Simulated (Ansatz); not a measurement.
# TiO2 (C2/c): how G0W0 depends on its starting point, part 2 of 2

How much of the starting functional survives in the G0W0 gap of TiO2 (C2/c)?

Ansatz 0.2.0; G0W0 on several functionals, plane waves, PAW. Known limits of the many-body steps: not at the basis limit.

So far. Step 2 (G0W0 on LDA): The gap on the mesh goes from 1.98 eV to 3.53 eV, a correction of +1.55 eV. Between the two edge states, bare exchange in place of the xc potential would open the gap by 12.67 eV, and correlation takes back 11.12 eV.

In doubt: masses and optical values from hybrid runs of this build are listed as unsure (step 4), which bears on the screening that GW takes from such a start.

### Step 3. G0W0 on r2SCAN

One-shot GW remembers its start. Another functional's orbitals and levels show by how much.

This step: G0W0 on r2SCAN, plane waves, PAW; PAW set soft_1.

input.yaml reads:

```yaml
crystal:
  lattice:
    - [2.706034, -2.706655, 0.0]
    - [2.706034, 2.706655, 0.0]
    - [-2.633531, 0.0, 4.796637]
  atoms:
    - { symbol: Ti, position: [0.13411, 0.86589, 0.25] }
    - { symbol: Ti, position: [0.86589, 0.13411, 0.75] }
    - { symbol: O, position: [0.331221, 0.088755, 0.667149] }
    - { symbol: O, position: [0.668779, 0.911245, 0.332851] }
    - { symbol: O, position: [0.911245, 0.668779, 0.832851] }
    - { symbol: O, position: [0.088755, 0.331221, 0.167149] }
kpoints:
  mp_grid: { grid: [6, 6, 4] }
hamiltonian:
  xc: r2scan
  pseudopotentials: { kind: paw, azcp: { folder: soft_1 } }
scf:
  occupations: { method: fixed }
gw:
  n_empty_bands: 258
  ecut_chi: 138
  qp_bands: [v2, c2]
  qp_kpoints: band_edges
  screening: { model: contour_deformation }
```

The run is started by

```bash
$ ansatz run input.yaml --threads 3 --pin off --max-ram 92160MiB --backend cuda --events-out ev --progress --plain --runs-dir out --devices 1 --max-vram 13GiB
```

Numbers of over 12 decimals in the logs are rounded to 6 here.

The log of the run:

```text
GPUs: using 1 of 1 available (devices: 1).
[...]
GPU FFT provider: cuFFT
GPU libraries: cuBLAS 13.8.2, cuFFT 12.4.0, cuSOLVER 12.3.4
Crystal: 6 atoms, lattice volume = 70.264 Å³
Basis set: ecut = 500 eV, 1741 PW (Γ), exchange–correlation on 120×120×160 points (64 copies of the dense FFT grid, shifted against one another)
Bands: 30, of which v1, the nominal top of the filled ones, is band 24 counted from 1 (23 counted from 0)
Symmetry: 4 space group operations
[...]
k-points: 47 of 144
[...]
GPU buffer pool allocated for 36000 grid points (all kernels)
GPU transforms: local potential: pruned to the plane-wave sphere, on 27×27×40; band sums: pruned to the plane-wave sphere, on 30×30×40
[...]
SCF iter   1: F=—  HF=-7292.674980 eV  |F-HF|=—  |Δ(HF+E_count)|=         —  Δρ=7.37e-2  dr2=4.08e0  dr2_τ=6.66e-1  ethr=3.10e-3  ⟨swp⟩=4.1  Hψ=4701  notcnv=0  defer=100
[...]
SCF iter   9: F=-7292.610665 eV  HF=-7292.610665 eV  |F-HF|=2.63e-9  |Δ(HF+E_count)|=   6.24e-8  Δρ=1.91e-6  dr2=2.85e-9  dr2_τ=9.46e-11  ethr=2.08e-10  ⟨swp⟩=7.7  Hψ=4156  notcnv=0
SCF 1 converged in 9 iterations: F = -7292.610665 eV  dr2 = 2.85e-9
[...]
NSCF: frozen V_eff on 47 k-points, pencils in batches of 32, up to order 120
[...]
NSCF: frozen V_eff on 47 k-points
G₀W₀ screening: q 1/47
[... further progress lines ...]
[...]
SCF converged after 9 iterations
Free energy (F): -7292.610665 eV
[...]
Internal energy: -7292.610665 eV  (E = F + TS)
E sigma→0 (E₀):  -7292.610665 eV
Fermi energy:    6.483587 eV
[...]
--- Band table (eV; the first three rows and the last of 47) ---
  k-point 0: bands = [... 20 lower, 5.7109, 5.7377, 6.0292, 6.0340, 8.9290, 9.6343, 10.6805, 10.6913, ... 2 higher]
  k-point 1: bands = [... 20 lower, 5.4116, 5.4234, 6.2417, 6.2440, 9.0263, 9.5245, 10.5435, 10.5557, ... 2 higher]
  k-point 2: bands = [... 20 lower, 5.2079, 5.2079, 6.3466, 6.3466, 9.2693, 9.2693, 10.5054, 10.5054, ... 2 higher]
  k-point 46: bands = [... 20 lower, 4.4550, 4.4550, 6.4610, 6.4610, 10.0988, 10.0988, 10.5391, 10.5391, ... 2 higher]
[...]
0    23      6.0292   -25.3238     4.5664   -20.7419  0.7096     6.0136     6.0136  root
     0    24      6.0340   -25.3343     4.5774   -20.7418  0.7096     6.0189     6.0189  root
     0    25      8.9290   -12.9333    -6.5409   -20.4978  0.7332     9.9722     9.9526  root
     0    26      9.6343   -13.3352    -7.2936   -21.7389  0.7136    10.7730    10.7444  root
     1    23      6.2417   -25.8692     4.4037   -21.4749  0.7190     6.2512     6.2512  root
     1    24      6.2440   -25.8704     4.4103   -21.4698  0.7190     6.2537     6.2537  root
     1    25      9.0263   -12.9764    -6.6430   -20.6560  0.7307    10.0835    10.0628  root
     1    26      9.5245   -13.2605    -7.1728   -21.5310  0.7169    10.6493    10.6223  root
[...]
46    23      6.4610   -25.7599     4.4852   -21.2831  0.7163     6.4694     6.4694  root
    46    24      6.4610   -25.7599     4.4852   -21.2831  0.7163     6.4694     6.4694  root
    46    25     10.0988   -13.7309    -7.4076   -22.2734  0.7065    11.2660    11.2337  root
    46    26     10.0988   -13.7309    -7.4076   -22.2734  0.7065    11.2660    11.2337  root
```

Elapsed: 3.1 min, on 1 × NVIDIA H100 80GB HBM3 (shared by 6 runs) with 3 threads of AMD EPYC 7R13 (Zen 3), shared host; peak memory 2 GiB.

This step gave:

| Item | Value |
| --- | --- |
| bands summed | 282 |
| RPA ε∞ on this mesh (eigenvalues) | 5.342, 5.862, 6.024 |
| plane waves in the screening matrix | 269 |
| q-points in the mesh | 144 |
| G0W0 gap on the mesh | 3.456 eV |
| k of the valence top | -0.5, -0.5, 0 |
| k of the conduction bottom | 0, 0, 0 |
| starting gap on the mesh | 2.445 eV |
| Z at the valence top | 0.7160 |
| Z at the conduction bottom | 0.7332 |
| least direct G0W0 gap on the computed points | 3.809 eV |

Against the run with 6×6×4 mesh, 258 empty bands, screening to 138 eV, PAW set soft_1 files on LDA, the gap moves by −0.07 eV, while the start moved by +0.47 eV.

### Step 4. G0W0 on HSE06

This step: G0W0 on HSE06, plane waves, PAW; PAW set soft_1.

Changes to input.yaml since step 3:

```diff
@@ -15,3 +15,3 @@
 hamiltonian:
-  xc: r2scan
+  xc: hse06
   pseudopotentials: { kind: paw, azcp: { folder: soft_1 } }
```

The log of the run:

```text
GPUs: using 1 of 1 available (devices: 1).
[...]
davidson cushion auto → on  (no smearing: the cushion is to keep the highest requested band from converging to the state above it; pin scf.eigensolver.cushion to override)
[...]
GPU FFT provider: cuFFT
GPU libraries: cuBLAS 13.8.2, cuFFT 12.4.0, cuSOLVER 12.3.4
Crystal: 6 atoms, lattice volume = 70.264 Å³
Basis set: ecut = 420 eV, 1363 PW (Γ)
[...]
1    25      9.5116   -12.4394    -6.2112   -19.2694  0.7658    10.1354    10.1304  root
     1    26     10.0956   -12.7858    -6.6754   -20.0972  0.7530    10.7376    10.7316  root
[...]
46    23      5.8262   -25.8477     4.2391   -21.9271  0.7509     6.1433     6.1446  root
    46    24      5.8262   -25.8477     4.2391   -21.9271  0.7509     6.1433     6.1446  root
    46    25     10.7341   -13.2705    -6.8704   -20.7911  0.7440    11.3912    11.3843  root
    46    26     10.7341   -13.2705    -6.8704   -20.7911  0.7440    11.3912    11.3843  root
[key lines of the parts left out:]
Free energy (F): -7275.924282 eV
Fermi energy:    5.853050 eV
```

Run time: 3.9 min. Hardware: 1 × NVIDIA H100 80GB HBM3 (shared by 6 runs) with 3 threads; peak memory 2.4 GiB; 5.8 min of CPU time.

This step gave:

```
bands summed                                 : 282
RPA ε∞ on this mesh (eigenvalues)            : 4.355, 4.672, 4.789
plane waves in the screening matrix          : 269
G0W0 gap on the mesh                         : 3.839 eV
k of the valence top                         : -0.5, -0.5, 0
k of the conduction bottom                   : 0, 0, 0
starting gap on the mesh                     : 3.545 eV
least direct G0W0 gap on the computed points : 4.207 eV
```

Against the run with 6×6×4 mesh, 258 empty bands, screening to 138 eV, PAW set soft_1 files on r2SCAN, the gap moves by +0.38 eV, while the start moved by +1.10 eV.

### Step 5. The starts together

All on the 6×6×4 mesh with 258 empty bands and screening to 138 eV. Times are wall times on 1 × NVIDIA H100 80GB HBM3 (shared by 6 runs) with 3 threads of AMD EPYC 7R13 (Zen 3), shared host, good to a factor of about two.

| start | starting gap (eV) | shift (eV) | G0W0 gap (eV) | RPA ε∞ (harmonic mean) | Z (valence, conduction) | time |
| --- | --- | --- | --- | --- | --- | --- |
| LDA | 1.98 | +1.55 | 3.53 | 6.66 | 0.70, 0.73 | 70 s |
| r2SCAN | 2.45 | +1.01 | 3.46 | 5.73 | 0.72, 0.73 | 3.1 min |
| HSE06 | 3.54 | +0.29 | 3.84 | 4.60 | 0.75, 0.77 | 3.9 min |

How the two edges are built up, in eV (the quasiparticle level is the starting level plus Σx plus Σc less Vxc):

| run | edge | start | Σx | Σc | Vxc | Z | QP |
| --- | --- | --- | --- | --- | --- | --- | --- |
| LDA | valence top | 6.46 | -25.57 | 4.48 | -20.97 | 0.70 | 6.34 |
| LDA | conduction bottom | 8.44 | -13.06 | -6.64 | -21.13 | 0.73 | 9.87 |
| r2SCAN | valence top | 6.48 | -25.75 | 4.49 | -21.28 | 0.72 | 6.50 |
| r2SCAN | conduction bottom | 8.93 | -12.93 | -6.54 | -20.50 | 0.73 | 9.95 |
| HSE06 | valence top | 5.85 | -25.84 | 4.24 | -21.92 | 0.75 | 6.17 |
| HSE06 | conduction bottom | 9.40 | -12.39 | -6.12 | -19.12 | 0.77 | 10.01 |

For a hybrid start, Vxc holds its share of exact exchange.

### Step 6. What came out

| Quantity | Value |
| --- | --- |
| G0W0@LDA | 3.53 eV (start 1.98 eV) |
| G0W0@r2SCAN | 3.46 eV (start 2.45 eV) |
| G0W0@HSE06 | 3.84 eV (start 3.54 eV) |
| known limits | not at the basis limit |

**Reading.** The starting gaps span 1.57 eV and the G0W0 gaps 0.38 eV. Between LDA and HSE06, 0.31 eV of the 1.57 eV survives, 20 %. The order is not kept throughout: r2SCAN starts 0.47 eV above LDA and ends 0.07 eV below it, so orbitals matter beside the gap. HSE06 screens less than LDA (ε∞ 4.60 against 6.66). Of the 0.31 eV by which its G0W0 gap is higher, the correlation part gives +0.76 eV, and exchange with the one-particle terms, which follow the orbitals, −0.45 eV. The smallest correction, +0.29 eV, is on HSE06, the start nearest to reproducing itself. Bands and cutoff are finite, so the gap is not at the basis limit. The miss can reach some tenths of an eV and take either sign; the mesh is an error of its own.

[Paths, hosts, dates, memory and timing lines, banners, echoed tables and standing remarks are left out of the program output.]

[Logs are printed without paths, hosts, clocks, repeated set-up lines and the standing remarks that a program may print on its own settings, such as how far it seeks lower states.]

[Runs of the session that timed out or met a known fault of the program may be left out.]

[Cells called generated may have been cut or substituted from an entry of the Crystallography Open Database or the Materials Project.]

[Hosts, paths, dates, database ids (printed as entryN), source tags and the programs' standing remarks are cut or masked in the printed files.]
